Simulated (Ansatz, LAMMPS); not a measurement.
# Glassy 83P2O5-17Al2O3 (mol %) (80 atoms) under strain

Aim: relax glassy 83P2O5-17Al2O3 (mol %) (80 atoms), then change its volume and shape to read moduli from the stress.

Method: Kohn-Sham DFT, PBE, PAW (set soft_2), plane waves, in Ansatz 0.2.0.

## (1) The starting structure

The cell holds 80 atoms: 20 P, 4 Al and 56 O. Its edges and angles: a = 10.199 Å, b = 10.199 Å, c = 10.199 Å, α = 90.0°, β = 90.0°, γ = 90.0°. 80 atoms (20 P, 4 Al, 56 O) placed at random at 2.43 g/cm³, melted at 4000 K for 10 ps at fixed volume with the Morse and Coulomb pair potential with partial charges (Pedone, Malavasi, Menziani, Cormack and Segre, J. Phys. Chem. B 110, 11780 (2006)). Quenched from 4000 K to 300 K at 6 K/ps and fixed volume, held 10 ps at zero pressure.

What the set-up can't give: The quench rate of 6 K/ps far exceeds what a furnace or splat quench reaches, so expect more defects and frozen-in strain than in a real sample. The starting topology of bonds comes from the classical model, and needn't be the one that DFT or experiment would give. Sampling is at Γ alone.

## (2) Single point at the start

The forces at the start show how far the geometry lies from a minimum of this functional.

File input.yaml:

```yaml
crystal:
  lattice:
    - [10.19896, 0.0, 0.0]
    - [0.0, 10.19896, 0.0]
    - [0.0, 0.0, 10.19896]
  atoms:
    - { symbol: P, position: [0.39286, 0.95288, 0.86849] }
    - { symbol: P, position: [0.14788, 0.84274, 0.00962] }
    - { symbol: P, position: [0.04773, 0.02901, 0.65489] }
    - { symbol: P, position: [0.75319, 0.70918, 0.19913] }
    - { symbol: P, position: [0.17468, 0.25832, 0.51834] }
    - { symbol: P, position: [0.59492, 0.20734, 0.24517] }
    - { symbol: P, position: [0.30228, 0.13916, 0.273] }
    - { symbol: P, position: [0.6506, 0.81504, 0.47115] }
    - { symbol: P, position: [0.46179, 0.71378, 0.68188] }
    - { symbol: P, position: [0.98488, 0.01982, 0.18324] }
    - { symbol: P, position: [0.94696, 0.76063, 0.56864] }
    - { symbol: P, position: [0.26008, 0.65902, 0.23311] }
    - { symbol: P, position: [0.3547, 0.88353, 0.40268] }
    - { symbol: P, position: [0.97754, 0.31843, 0.13328] }
    - { symbol: P, position: [0.91652, 0.57205, 0.79253] }
    - { symbol: P, position: [0.14204, 0.3991, 0.89447] }
    - { symbol: P, position: [0.77375, 0.41442, 0.56805] }
    - { symbol: P, position: [0.4085, 0.1932, 0.68992] }
    - { symbol: P, position: [0.80595, 0.10687, 0.82157] }
    - { symbol: P, position: [0.69814, 0.43667, 0.07964] }
    - { symbol: Al, position: [0.46047, 0.45593, 0.86902] }
    - { symbol: Al, position: [0.6694, 0.96011, 0.0531] }
    - { symbol: Al, position: [0.67992, 0.12456, 0.54455] }
    - { symbol: Al, position: [0.03197, 0.49756, 0.39586] }
    - { symbol: O, position: [0.29811, 0.761, 0.33157] }
    - { symbol: O, position: [0.02492, 0.66805, 0.48609] }
    - { symbol: O, position: [0.92676, 0.06792, 0.73772] }
    - { symbol: O, position: [0.07674, 0.75684, 0.92215] }
    - { symbol: O, position: [0.15945, 0.56369, 0.28345] }
    - { symbol: O, position: [0.38123, 0.60181, 0.17947] }
    - { symbol: O, position: [0.23161, 0.21168, 0.3844] }
    - { symbol: O, position: [0.34712, 0.99486, 0.30006] }
    - { symbol: O, position: [0.84959, 0.47185, 0.45523] }
    - { symbol: O, position: [0.96537, 0.16707, 0.13108] }
    - { symbol: O, position: [0.07328, 0.02497, 0.30094] }
    - { symbol: O, position: [0.58644, 0.74722, 0.60207] }
    - { symbol: O, position: [0.35436, 0.6928, 0.58286] }
    - { symbol: O, position: [0.84671, 0.48013, 0.68553] }
    - { symbol: O, position: [0.08357, 0.14487, 0.56608] }
    - { symbol: O, position: [0.04045, 0.4903, 0.83046] }
    - { symbol: O, position: [0.89711, 0.70067, 0.21269] }
    - { symbol: O, position: [0.79505, 0.01595, 0.94421] }
    - { symbol: O, position: [0.51242, 0.95998, 0.96132] }
    - { symbol: O, position: [0.44215, 0.20272, 0.26553] }
    - { symbol: O, position: [0.79338, 0.26541, 0.57412] }
    - { symbol: O, position: [0.69939, 0.07514, 0.72671] }
    - { symbol: O, position: [0.68559, 0.74723, 0.33686] }
    - { symbol: O, position: [0.45229, 0.30085, 0.7842] }
    - { symbol: O, position: [0.27742, 0.90413, 0.95567] }
    - { symbol: O, position: [0.95046, 0.69161, 0.70471] }
    - { symbol: O, position: [0.08113, 0.36368, 0.03253] }
    - { symbol: O, position: [0.8251, 0.5914, 0.90554] }
    - { symbol: O, position: [0.66693, 0.19141, 0.37168] }
    - { symbol: O, position: [0.8022, 0.24164, 0.87564] }
    - { symbol: O, position: [0.80684, 0.76635, 0.52923] }
    - { symbol: O, position: [0.39167, 0.07332, 0.78237] }
    - { symbol: O, position: [0.62297, 0.08668, 0.15678] }
    - { symbol: O, position: [0.64106, 0.32815, 0.17458] }
    - { symbol: O, position: [0.99846, 0.36772, 0.27062] }
    - { symbol: O, position: [0.06347, 0.946, 0.07806] }
    - { symbol: O, position: [0.47703, 0.60112, 0.77889] }
    - { symbol: O, position: [0.28308, 0.94269, 0.51062] }
    - { symbol: O, position: [0.23828, 0.16275, 0.14154] }
    - { symbol: O, position: [0.15131, 0.99319, 0.74648] }
    - { symbol: O, position: [0.85381, 0.96768, 0.22435] }
    - { symbol: O, position: [0.713, 0.56695, 0.15764] }
    - { symbol: O, position: [0.99617, 0.90064, 0.58419] }
    - { symbol: O, position: [0.50056, 0.85913, 0.42691] }
    - { symbol: O, position: [0.58932, 0.44034, 0.98439] }
    - { symbol: O, position: [0.5018, 0.15184, 0.58573] }
    - { symbol: O, position: [0.63217, 0.44758, 0.56421] }
    - { symbol: O, position: [0.14322, 0.27726, 0.81746] }
    - { symbol: O, position: [0.20177, 0.74885, 0.11643] }
    - { symbol: O, position: [0.11128, 0.39102, 0.51206] }
    - { symbol: O, position: [0.27382, 0.46709, 0.9094] }
    - { symbol: O, position: [0.84492, 0.38444, 0.08726] }
    - { symbol: O, position: [0.69249, 0.96249, 0.49484] }
    - { symbol: O, position: [0.42114, 0.82898, 0.77477] }
    - { symbol: O, position: [0.68754, 0.79535, 0.09792] }
    - { symbol: O, position: [0.29165, 0.24816, 0.61221] }
kpoints:
  mp_grid: { grid: [1, 1, 1] }
hamiltonian:
  xc: pbe
scf:
  occupations: { method: fixed }
output:
  forces: true
```

Started as:

```console
> ansatz run input.yaml --threads 4 --pin off --max-ram 8192MiB --backend cpu --events-out ev --progress --plain --runs-dir out
```

Numbers of over 12 decimals in the logs are rounded to 6 here.

Log:

```text
[...]
Pseudopotentials: kind: paw
Pseudopotential: P, paw, valence charge 5, recommended cutoff 420 eV (normal), P.paw.azcp
Pseudopotential: Al, paw, valence charge 3, recommended cutoff 420 eV (normal), Al.paw.azcp
Pseudopotential: O, paw, valence charge 6, recommended cutoff 420 eV (normal), O.paw.azcp
[...]
Crystal: 80 atoms, lattice volume = 1060.883 Å³
Basis set: ecut = 420 eV, 20719 PW (Γ), exchange–correlation on 144×144×144 points (8 copies of the dense FFT grid, shifted against one another)
Bands: 304, of which v1, the nominal top of the filled ones, is band 224 counted from 1 (223 counted from 0)
Symmetry: 1 space group operations
Space group: P1 (ITA 1), of the structure as read, at distance tolerance 1.0e-4 Å
k-points: 1
[...]
Initial density: superposition of atomic densities (neutral atoms: chi_scale 0, normalization atom), corrected by the library's trained network
Initial wavefunctions: pseudopotential atomic-orbital guess
[...]
SCF iter   1: F=—  HF=-49058.063291 eV  |F-HF|=—  |Δ(HF+E_count)|=         —  Δρ=5.33e-3  dr2=4.00e-1  ethr=1.77e-3  ⟨swp⟩=7.0  Hψ=1123  notcnv=0  defer=78
preconditioner: auto → Resta (q_TF=auto, 2.363 Å⁻¹)  ε∞=3.1  [insulator: Δε(μ)=2.508 eV  Ē_g=16.834 eV  n_scr=250 (ndim 8)  ℏωp=24.1 eV  f_vac=0.189  ε∞_Penn≈3.1]
SCF iter   2: F=—  HF=-49057.986283 eV  |F-HF|=—  |Δ(HF+E_count)|=   7.70e-2  Δρ=2.86e-3  dr2=7.94e-2  ethr=8.93e-5  ⟨swp⟩=3.0  Hψ=505  notcnv=0  defer=78
SCF iter   3: F=—  HF=-49057.973435 eV  |F-HF|=—  |Δ(HF+E_count)|=   1.28e-2  Δρ=1.15e-3  dr2=2.62e-2  ethr=1.77e-5  ⟨swp⟩=3.0  Hψ=416  notcnv=0  defer=65
automatic band count: iteration 3 solves 291 bands in place of 304: the levels show a gap, and the empty bands left out lie too high to hold charge; the band table lists the bands solved (type scf.n_extra_bands for more)
SCF iter   4: F=—  HF=-49057.966430 eV  |F-HF|=—  |Δ(HF+E_count)|=   7.01e-3  Δρ=4.65e-4  dr2=2.38e-3  ethr=5.86e-6  ⟨swp⟩=4.0  Hψ=422  notcnv=0  defer=65
SCF iter   5: F=—  HF=-49057.966140 eV  |F-HF|=—  |Δ(HF+E_count)|=   2.90e-4  Δρ=2.42e-4  dr2=5.49e-4  ethr=5.32e-7  ⟨swp⟩=3.0  Hψ=500  notcnv=0  defer=65
[...]
SCF iter   9: F=—  HF=-49057.967610 eV  |F-HF|=—  |Δ(HF+E_count)|=   4.27e-7  Δρ=4.90e-6  dr2=2.56e-7  ethr=2.89e-10  ⟨swp⟩=3.0  Hψ=428  notcnv=0  defer=65
SCF iter  10: F=-49057.967610 eV  HF=-49057.967610 eV  |F-HF|=2.24e-8  |Δ(HF+E_count)|=   8.24e-9  Δρ=2.24e-6  dr2=5.27e-8  ethr=2.23e-11  ⟨swp⟩=6.0  Hψ=1015  notcnv=0
SCF 1 converged in 10 iterations: F = -49057.967610 eV  dr2 = 5.27e-8
[...]
SCF converged after 10 iterations
Free energy (F): -49057.967610 eV
Harris-Foulkes:  -49057.967610 eV  (|F-HF|=2.24e-8)
Internal energy: -49057.967610 eV  (E = F + TS)
E sigma→0 (E₀):  -49057.967610 eV
Fermi energy:    3.914024 eV
--- Per-component energies (eV) ---
[...]
Σ components = -49057.967610   (vs F -49057.967610, Δ=0.00e0)
--- Forces (eV/Å), atoms counted from 1 ---
  atom   1  P      3.64265083    -4.24735595     1.57528231
  atom   2  P     -1.59628777    -3.30185397     0.41569257
  atom   3  P      0.59723312    -2.15075880     4.55768881
  atom   4  P      3.20393480     1.68603925     0.35163063
[...]
atom  80  O     -1.09275955     0.87798724     0.03838287
  max |Σ_I F_I| component: 1.30e-5 eV/Å
```

It took 14 s on 4 threads of Intel Xeon Platinum 8259CL at 2.50GHz (Skylake/Cascade Lake), shared host; peak memory 1.2 GiB; 36 s of CPU time.

The r.m.s. force at the start is 1.6 eV/Å.

## (3) Cell and atoms relaxed

The cell is relaxed with the atoms, since the starting lattice needn't suit this functional.

File input.yaml:

```yaml
crystal:
  lattice:
    - [10.19896, 0.0, 0.0]
    - [0.0, 10.19896, 0.0]
    - [0.0, 0.0, 10.19896]
  atoms:
    [... the 80 atom lines of step 2 ...]
kpoints:
  mp_grid: { grid: [1, 1, 1] }
hamiltonian:
  xc: pbe
scf:
  occupations: { method: fixed }
output:
  forces: true
relax:
  f_tol: 0.05
  max_steps: 150
  cell: {}
```

Log:

```text
[...]
Crystal: 80 atoms, lattice volume = 1060.883 Å³
Basis set: ecut = 420 eV, 20719 PW (Γ), exchange–correlation on 144×144×144 points (8 copies of the dense FFT grid, shifted against one another)
Bands: 304, of which v1, the nominal top of the filled ones, is band 224 counted from 1 (223 counted from 0)
Symmetry: 1 space group operations
[...]
k-points: 1
[...]
SCF iter   1: F=—  HF=-49058.063290 eV  |F-HF|=—  |Δ(HF+E_count)|=         —  Δρ=5.33e-3  dr2=4.00e-1  ethr=1.77e-3  ⟨swp⟩=7.0  Hψ=1123  notcnv=0  defer=78
[...]
SCF iter   5: F=—  HF=-49057.966145 eV  |F-HF|=—  |Δ(HF+E_count)|=   2.61e-4  Δρ=2.42e-4  dr2=5.49e-4  ethr=5.32e-7  ⟨swp⟩=3.0  Hψ=500  notcnv=0  defer=65
[...]
SCF iter   9: F=—  HF=-49057.967610 eV  |F-HF|=—  |Δ(HF+E_count)|=   4.27e-7  Δρ=4.90e-6  dr2=2.56e-7  ethr=2.89e-10  ⟨swp⟩=3.0  Hψ=428  notcnv=0  defer=65
SCF iter  10: F=-49057.967610 eV  HF=-49057.967610 eV  |F-HF|=2.24e-8  |Δ(HF+E_count)|=   8.28e-9  Δρ=2.24e-6  dr2=5.26e-8  ethr=2.23e-11  ⟨swp⟩=6.0  Hψ=1015  notcnv=0
SCF 1 converged in 10 iterations: F = -49057.967610 eV  dr2 = 5.26e-8
[...]
relax step   1: F+E_penalty+E_count = -49057.96761047 eV  Δ(F+E_penalty+E_count) = +0.000e0 eV  max|allowed force component| = 6.214e0 eV/Å  Δτ_max = 0.0000 Å  P = +2.852 GPa  Ω = 1060.883 Å³  (10 SCF iters, dr2 threshold 1.00e-7 eV, accepted)
[... from here on, the SCF cycles and remarks between the steps are left out ...]
relax step   2: F+E_penalty+E_count = -49061.75237974 eV  Δ(F+E_penalty+E_count) = -3.785e0 eV  max|allowed force component| = 4.786e0 eV/Å  Δτ_max = 0.1506 Å  P = +1.620 GPa  Ω = 1055.037 Å³  energy of the carried Pulay correction = +2.298e-2 eV  (7 SCF iters, dr2 threshold 8.00e-6 eV, accepted)
relax step   3: F+E_penalty+E_count = -49065.63577195 eV  Δ(F+E_penalty+E_count) = -3.883e0 eV  max|allowed force component| = 1.187e0 eV/Å  Δτ_max = 0.1948 Å  P = +0.241 GPa  Ω = 1054.080 Å³  energy of the carried Pulay correction = +2.675e-2 eV  (8 SCF iters, dr2 threshold 8.00e-6 eV, accepted)
relax step   4: F+E_penalty+E_count = -49066.65477559 eV  Δ(F+E_penalty+E_count) = -1.019e0 eV  max|allowed force component| = 9.175e-1 eV/Å  Δτ_max = 0.1947 Å  P = -0.525 GPa  Ω = 1054.816 Å³  energy of the carried Pulay correction = +2.385e-2 eV  (8 SCF iters, dr2 threshold 8.00e-6 eV, accepted)
relax step   5: F+E_penalty+E_count = -49067.66335447 eV  Δ(F+E_penalty+E_count) = -1.009e0 eV  max|allowed force component| = 7.910e-1 eV/Å  Δτ_max = 0.2000 Å  P = -0.158 GPa  Ω = 1053.331 Å³  energy of the carried Pulay correction = +2.970e-2 eV  (8 SCF iters, dr2 threshold 8.00e-6 eV, accepted)
relax step   6: F+E_penalty+E_count = -49068.10401685 eV  Δ(F+E_penalty+E_count) = -4.407e-1 eV  max|allowed force component| = 5.972e-1 eV/Å  Δτ_max = 0.2000 Å  P = -0.136 GPa  Ω = 1052.418 Å³  energy of the carried Pulay correction = +3.331e-2 eV  (7 SCF iters, dr2 threshold 8.00e-6 eV, accepted)
relax step   7: F+E_penalty+E_count = -49068.47692347 eV  Δ(F+E_penalty+E_count) = -3.729e-1 eV  max|allowed force component| = 2.945e-1 eV/Å  Δτ_max = 0.2000 Å  P = -0.000 GPa  Ω = 1047.714 Å³  energy of the carried Pulay correction = +5.193e-2 eV  (8 SCF iters, dr2 threshold 8.00e-6 eV, accepted)
relax step   8: F+E_penalty+E_count = -49068.64419897 eV  Δ(F+E_penalty+E_count) = -1.673e-1 eV  max|allowed force component| = 2.064e-1 eV/Å  Δτ_max = 0.2000 Å  P = +0.042 GPa  Ω = 1046.653 Å³  energy of the carried Pulay correction = +5.615e-2 eV  (7 SCF iters, dr2 threshold 5.42e-6 eV, accepted)
relax step   9: F+E_penalty+E_count = -49068.73836258 eV  Δ(F+E_penalty+E_count) = -9.416e-2 eV  max|allowed force component| = 4.342e-1 eV/Å  Δτ_max = 0.1978 Å  P = -0.456 GPa  Ω = 1048.223 Å³  energy of the carried Pulay correction = +4.992e-2 eV  (8 SCF iters, dr2 threshold 2.66e-6 eV, accepted)
relax step  10: F+E_penalty+E_count = -49068.80256056 eV  Δ(F+E_penalty+E_count) = -6.420e-2 eV  max|allowed force component| = 9.546e-1 eV/Å  Δτ_max = 0.1921 Å  P = +0.928 GPa  Ω = 1041.121 Å³  energy of the carried Pulay correction = +7.818e-2 eV  (7 SCF iters, dr2 threshold 8.00e-6 eV, accepted)
relax step  11: F+E_penalty+E_count = -49068.95222613 eV  Δ(F+E_penalty+E_count) = -1.497e-1 eV  max|allowed force component| = 4.769e-1 eV/Å  Δτ_max = 0.2000 Å  P = +0.390 GPa  Ω = 1045.830 Å³  energy of the carried Pulay correction = +5.942e-2 eV  (7 SCF iters, dr2 threshold 8.00e-6 eV, accepted)
relax step  12: F+E_penalty+E_count = -49069.01021281 eV  Δ(F+E_penalty+E_count) = -5.799e-2 eV  max|allowed force component| = 4.700e-1 eV/Å  Δτ_max = 0.1954 Å  P = -0.381 GPa  Ω = 1053.020 Å³  energy of the carried Pulay correction = +3.093e-2 eV  (7 SCF iters, dr2 threshold 8.00e-6 eV, accepted)
[...]
relax step  21: F+E_penalty+E_count = -49069.40468424 eV  Δ(F+E_penalty+E_count) = +4.804e-2 eV  max|allowed force component| = 4.209e-1 eV/Å  Δτ_max = 0.2000 Å  P = +0.047 GPa  Ω = 1065.513 Å³  energy of the carried Pulay correction = -1.810e-2 eV  (8 SCF iters, dr2 threshold 6.09e-6 eV, rejected (line search))
relax step  22: F+E_penalty+E_count = -49069.47901261 eV  Δ(F+E_penalty+E_count) = -2.629e-2 eV  max|allowed force component| = 9.197e-2 eV/Å  Δτ_max = 0.1000 Å  P = -0.040 GPa  Ω = 1059.862 Å³  energy of the carried Pulay correction = +4.005e-3 eV  (12 SCF iters, accepted)
relax step  23: F+E_penalty+E_count = -49069.47838106 eV  Δ(F+E_penalty+E_count) = +6.316e-4 eV  max|allowed force component| = 1.406e-1 eV/Å  Δτ_max = 0.1000 Å  P = +0.053 GPa  Ω = 1062.555 Å³  energy of the carried Pulay correction = -6.545e-3 eV  (8 SCF iters, dr2 threshold 5.29e-7 eV, accepted)
relax step  24: F+E_penalty+E_count = -49069.46395648 eV  Δ(F+E_penalty+E_count) = +1.442e-2 eV  max|allowed force component| = 2.045e-1 eV/Å  Δτ_max = 0.0676 Å  P = -0.224 GPa  Ω = 1065.686 Å³  energy of the carried Pulay correction = -1.878e-2 eV  (8 SCF iters, dr2 threshold 1.24e-6 eV, rejected (line search))
relax step  25: F+E_penalty+E_count = -49069.48032034 eV  Δ(F+E_penalty+E_count) = -1.939e-3 eV  max|allowed force component| = 5.291e-2 eV/Å  Δτ_max = 0.0338 Å  P = +0.027 GPa  Ω = 1063.317 Å³  energy of the carried Pulay correction = -9.528e-3 eV  (11 SCF iters, accepted)
relax step  26: F+E_penalty+E_count = -49069.46164428 eV  Δ(F+E_penalty+E_count) = +1.868e-2 eV  max|allowed force component| = 1.560e-1 eV/Å  Δτ_max = 0.0750 Å  P = -0.009 GPa  Ω = 1065.163 Å³  energy of the carried Pulay correction = -1.674e-2 eV  (9 SCF iters, dr2 threshold 1.75e-7 eV, rejected (line search))
relax step  27: F+E_penalty+E_count = -49069.47832232 eV  Δ(F+E_penalty+E_count) = +1.998e-3 eV  max|allowed force component| = 3.532e-2 eV/Å  Δτ_max = 0.0296 Å  P = -0.009 GPa  Ω = 1064.225 Å³  energy of the carried Pulay correction = -1.308e-2 eV  (11 SCF iters, accepted)
relax step  28: F+E_penalty+E_count = -49069.56137398 eV  Δ(F+E_penalty+E_count) = -8.305e-2 eV  max|allowed force component| = 3.473e-2 eV/Å  Δτ_max = 0.0000 Å  P = +0.114 GPa  Ω = 1064.225 Å³  stress off target by 5.06e-1 GPa  SCF on the basis re-selected at this cell (its energy is not comparable with the rows above)  (7 SCF iters)
relax step  29: F+E_penalty+E_count = -49069.55595058 eV  Δ(F+E_penalty+E_count) = +5.423e-3 eV  max|allowed force component| = 8.016e-2 eV/Å  Δτ_max = 0.0365 Å  P = -0.084 GPa  Ω = 1067.867 Å³  energy of the carried Pulay correction = -1.495e-2 eV  (8 SCF iters, dr2 threshold 6.39e-7 eV, accepted)
relax step  30: F+E_penalty+E_count = -49069.55894372 eV  Δ(F+E_penalty+E_count) = -2.993e-3 eV  max|allowed force component| = 1.003e-1 eV/Å  Δτ_max = 0.0563 Å  P = +0.015 GPa  Ω = 1068.488 Å³  energy of the carried Pulay correction = -1.747e-2 eV  (8 SCF iters, dr2 threshold 4.02e-7 eV, accepted)
relax step  31: F+E_penalty+E_count = -49069.56068705 eV  Δ(F+E_penalty+E_count) = -1.743e-3 eV  max|allowed force component| = 5.016e-2 eV/Å  Δτ_max = 0.0164 Å  P = -0.004 GPa  Ω = 1068.907 Å³  energy of the carried Pulay correction = -1.923e-2 eV  (7 SCF iters, dr2 threshold 6.28e-7 eV, accepted)
relax step  32: F+E_penalty+E_count = -49069.56028043 eV  Δ(F+E_penalty+E_count) = +4.066e-4 eV  max|allowed force component| = 2.475e-2 eV/Å  Δτ_max = 0.0140 Å  P = -0.004 GPa  Ω = 1069.256 Å³  energy of the carried Pulay correction = -2.067e-2 eV  (7 SCF iters, dr2 threshold 1.57e-7 eV, accepted)
relax step  33: F+E_penalty+E_count = -49069.57973793 eV  Δ(F+E_penalty+E_count) = -1.946e-2 eV  max|allowed force component| = 2.495e-2 eV/Å  Δτ_max = 0.0000 Å  P = +0.007 GPa  Ω = 1069.256 Å³  stress off target by 7.83e-2 GPa  SCF on the basis re-selected at this cell (its energy is not comparable with the rows above)  (6 SCF iters)
relax step  34: F+E_penalty+E_count = -49069.57893225 eV  Δ(F+E_penalty+E_count) = +8.057e-4 eV  max|allowed force component| = 1.890e-2 eV/Å  Δτ_max = 0.0186 Å  P = +0.002 GPa  Ω = 1069.681 Å³  energy of the carried Pulay correction = -1.718e-3 eV  (9 SCF iters, dr2 threshold 1.53e-8 eV, accepted)
relax step  35: F+E_penalty+E_count = -49069.58239537 eV  Δ(F+E_penalty+E_count) = -3.463e-3 eV  max|allowed force component| = 1.890e-2 eV/Å  Δτ_max = 0.0000 Å  P = +0.003 GPa  Ω = 1069.681 Å³  stress off target by 1.80e-2 GPa  SCF on the basis re-selected at this cell (its energy is not comparable with the rows above)  (5 SCF iters)
[...]
SCF converged after 5 iterations
Free energy (F): -49069.582395 eV
[...]
Internal energy: -49069.582395 eV  (E = F + TS)
E sigma→0 (E₀):  -49069.582395 eV
Fermi energy:    2.995429 eV
[...]
Σ components = -49069.582395   (vs F -49069.582395, Δ=0.00e0)
--- Forces (eV/Å), atoms counted from 1 ---
  atom   1  P      0.00410000     0.00747924     0.00682052
  atom   2  P      0.00179700    -0.00148618    -0.00464704
  atom   3  P      0.00613617    -0.00105563    -0.01358984
  atom   4  P      0.00726929    -0.00089298     0.00065381
[...]
atom  80  O      0.01252306    -0.00891261     0.00543152
  max |Σ_I F_I| component: 1.89e-5 eV/Å
--- Stress (GPa, compression-positive) ---
        0.012798      -0.001660       0.008610
       -0.001668      -0.006028       0.003749
        0.008608       0.003754       0.003580
  P = ⅓ Tr σ = 0.0035 GPa (0.035 kbar)
--- Relaxed structure (32 steps of the walk, 28 accepted, 3 SCFs on fresh bases) ---
  F+E_penalty+E_count = -49069.58239537 eV   max|allowed force component| = 1.890e-2 eV/Å   (the final SCF, on the basis selected at the relaxed cell)
  cell:  # Å, volume = 1069.6808 Å³
    - [10.393924, -0.061394, 0.314551]
    - [-0.061394, 9.967003, 0.049667]
    - [0.314551, 0.049667, 10.335638]
  atoms:
    - { symbol: P, position: [0.419912, 0.939543, 0.883550] }
    - { symbol: P, position: [0.160392, 0.866907, 0.020093] }
    - { symbol: P, position: [0.044674, 0.019405, 0.685395] }
    - { symbol: P, position: [0.732373, 0.691432, 0.219057] }
[...]
- { symbol: O, position: [0.301333, 0.190206, 0.640847] }
```

Run time: 4.6 min. Hardware: 4 threads; peak memory 1.2 GiB.

The relaxation converged after 32 steps, with a largest force component of 0.019 eV/Å.

[end of part 1 of 3]

[Logs are printed without paths, hosts, clocks, repeated set-up lines and the standing remarks that a program may print on its own settings, such as how far it seeks lower states.]

[Hosts, paths, dates, database ids (printed as entryN), source tags and the programs' standing remarks are cut or masked in the printed files.]
